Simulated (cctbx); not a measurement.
**BaCeTl: as given, inverted or twinned?**

Space group P-62m (no. 189), a = 8.7070 Å, b = 8.7070 Å, c = 5.2780 Å, α = 90.00°, β = 90.00°, γ = 120.00°.

```
atom  mult.    x       y    z  Ueq (Å²)
 Tl1      2  1/3     2/3  1/2    0.0028
 Tl2      1    0       0    0    0.0056
 Ce1      3    0  0.4211    0    0.0056
 Ba1      3    0  0.7585  1/2    0.0048
```

This is a model crystal, built by substitution and not relaxed, with assumed displacement parameters.

Data sets are simulated with cctbx and refined with Bijvoet mates kept apart; Flack x is then fitted as the share of an inverted twin with the atoms fixed, Hooft y from the Bijvoet differences. The group is acentric but holds improper operations, so there is an absolute structure (orientation) and no hand.

Untwinned crystal. What Flack and Hooft values should come out?

| λ (Å) | extinction (unmodelled) | d min (Å) | top counts | error (%) | model | R1 | Flack x | s.u. | Hooft y | s.u. | pairs |
| --- | --- | --- | --- | --- | --- | --- | --- | --- | --- | --- | --- |
| 0.71073 | 0 | 0.77 | 20000 | 4 | as given | 0.0089 | -0.005 | 0.006 | 0.004 | 0.006 | 136 |
| 0.71073 | 0 | 0.77 | 20000 | 4 | inverted | 0.0649 | 0.960 | 0.013 | 1.034 | 0.007 | 136 |
| 1.54184 | 0.3 | 0.83 | 40000 | 4 | as given | 0.0097 | 0.007 | 0.008 | 0.008 | 0.006 | 109 |

With Mo Kα, x is within 3 s.u. of 0, so the absolute structure is right. With Cu Kα, x is within 3 s.u. of 0, so the absolute structure is right. Inverting the model turns x into about 1 − x.

A further crystal gives:

```csv
λ (Å),extinction (unmodelled),d min (Å),top counts,error (%),model,R1,Flack x,s.u.,Hooft y,s.u.,pairs
1.3414,0,0.83,70000,4,as given,0.0104,0.176,0.008,0.163,0.008,109
```

**Question.** What is it?

It was simulated as an inversion twin with a fraction 0.15 of the inverted domain. Flack x is over 3 s.u. from both 0 and 1 and reads that fraction.

[Logs are printed without paths, hosts, clocks, repeated set-up lines and the standing remarks that a program may print on its own settings, such as how far it seeks lower states.]
